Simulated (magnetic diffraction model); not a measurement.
# HfCoS2O below its ordering temperature

Space group Pnma (no. 62), a = 6.2790 Å, b = 9.1230 Å, c = 6.4470 Å.

```csv
site,atom,x,y,z
4a,Hf,1/2,1/2,1/2
4c,Co,0.5172,3/4,0.9831
8d,S,0.1755,0.4393,0.6662
4c,O,0.0907,1/4,0.1169
```

The compound is invented for this exercise: a known structure type with other elements, its cell scaled to their sizes and not relaxed.

Only Co is taken to order (form factors of Co2+); orders and moment sizes are assumed, and not adapted to the symmetry. Radiation: neutrons of λ = 2.36 Å, 2° to 50°; isotropic B of 0.5 Å² (Hf), 0.76 Å² (Co), 0.78 Å² (S) and 0.88 Å² (O). Simulated constant-wavelength pattern: nuclear and magnetic terms add, the magnetic one as |2.695 fm × Σ f S⊥ exp(2πi Q·r) exp(−B s²)|², summed over all Q at one angle with the factor 1/(sin²θ cos θ). For a modulated order the moment at position r is S exp(−2πi k·r) + c.c., with S = m/2 for a sine wave of amplitude m and S = m(u + iv)/2 for moments turning in a plane, u and v being orthogonal unit vectors in it; the phase factor of the sum at Q = H + k is then exp(2πi H·r). Free-ion form factors, Sears's scattering lengths of 1992, no absorption; a label names one of the reflections at its angle. The strongest nuclear line in the range is 100, and lines under 0.2 are left out.

Above the ordering temperature:

```tsv
2θ (°)	index	I
25.90	(0 1 1)	12.7
29.98	(0 2 0)	11.3
30.42	(1 0 1)	100.0
34.01	(1 1 1)	7.5
42.95	(0 0 2)	28.7
43.24	(1 2 1)	57.5
44.15	(2 0 0)	36.7
46.84	(2 1 0)	32.0
48.60	(1 0 2)	41.6
```

Below it (cell unchanged):

```csv
2θ (°),I
4.20,563.0
22.53,0.4
25.90,12.7
27.57,35.9
29.53,0.2
29.98,11.3
30.29,18.2
30.42,100.0
31.46,0.6
33.60,19.8
34.01,7.5
36.92,0.3
38.47,4.9
41.18,21.6
42.95,28.7
43.24,57.5
44.15,36.7
44.37,13.5
45.65,15.9
46.84,32.0
47.05,1.1
47.25,0.6
47.49,2.8
48.60,41.6
49.53,5.0
```

**Question.** Find the propagation vector, then choose among these models:
A. a sine wave with moments along [100] (amplitudes given), 2.67 μB on Co; signs + at (0.5172, 3/4, 0.9831), + at (0.9828, 1/4, 0.4831), + at (0.0172, 3/4, 0.5169), + at (0.4828, 1/4, 0.0169)
B. moments turning in the plane of [001] and [010], 2.67 μB on Co; signs + at (0.5172, 3/4, 0.9831), + at (0.9828, 1/4, 0.4831), + at (0.0172, 3/4, 0.5169), + at (0.4828, 1/4, 0.0169)
C. a sine wave with moments along [010] (amplitudes given), 2.67 μB on Co; signs + at (0.5172, 3/4, 0.9831), + at (0.9828, 1/4, 0.4831), + at (0.0172, 3/4, 0.5169), + at (0.4828, 1/4, 0.0169)
D. moments turning in the plane of [001] and [100], 2.67 μB on Co; signs + at (0.5172, 3/4, 0.9831), + at (0.9828, 1/4, 0.4831), + at (0.0172, 3/4, 0.5169), + at (0.4828, 1/4, 0.0169)

The new lines index as (0 0 1/5) at 4.20°, (0 1 4/5) at 22.53°, (1 0 4/5) at 27.57° and (0 2 1/5) at 30.29°, that is as H ± k with k = (0 0 1/5). Satellites come in pairs about each point of the reciprocal lattice.

Magnetic intensity, observed (below minus above) and for each model:

| 2θ (°) | index | observed | A | B | C | D |
| --- | --- | --- | --- | --- | --- | --- |
| 27.57 | (1 0 4/5) | 35.9 | 8.3 | 35.9 | 22.1 | 22.1 |
| 30.29 | (0 2 1/5) | 18.2 | 18.2 | 18.2 | 0.4 | 36.0 |
| 33.60 | (1 0 6/5) | 19.8 | 8.0 | 19.8 | 13.9 | 13.9 |
| 41.18 | (1 2 4/5) | 21.6 | 12.0 | 21.6 | 7.7 | 25.9 |
| 44.37 | (2 0 1/5) | 13.5 | <0.2 | 13.5 | 6.8 | 6.8 |
| 45.65 | (1 2 6/5) | 15.9 | 9.8 | 15.9 | 7.1 | 18.6 |
| 47.05 | (2 1 1/5) | 1.1 | <0.2 | 1.1 | 0.5 | 0.6 |
| 49.53 | (0 2 9/5) | 5.0 | 5.0 | 5.0 | 3.1 | 7.0 |

Model B matches.

The structure used: k = (0 0 1/5), moments turning in the plane of [001] and [010], 2.67 μB on Co; signs + at (0.5172, 3/4, 0.9831), + at (0.9828, 1/4, 0.4831), + at (0.0172, 3/4, 0.5169), + at (0.4828, 1/4, 0.0169).

[Logs are printed without paths, hosts, clocks, repeated set-up lines and the standing remarks that a program may print on its own settings, such as how far it seeks lower states.]
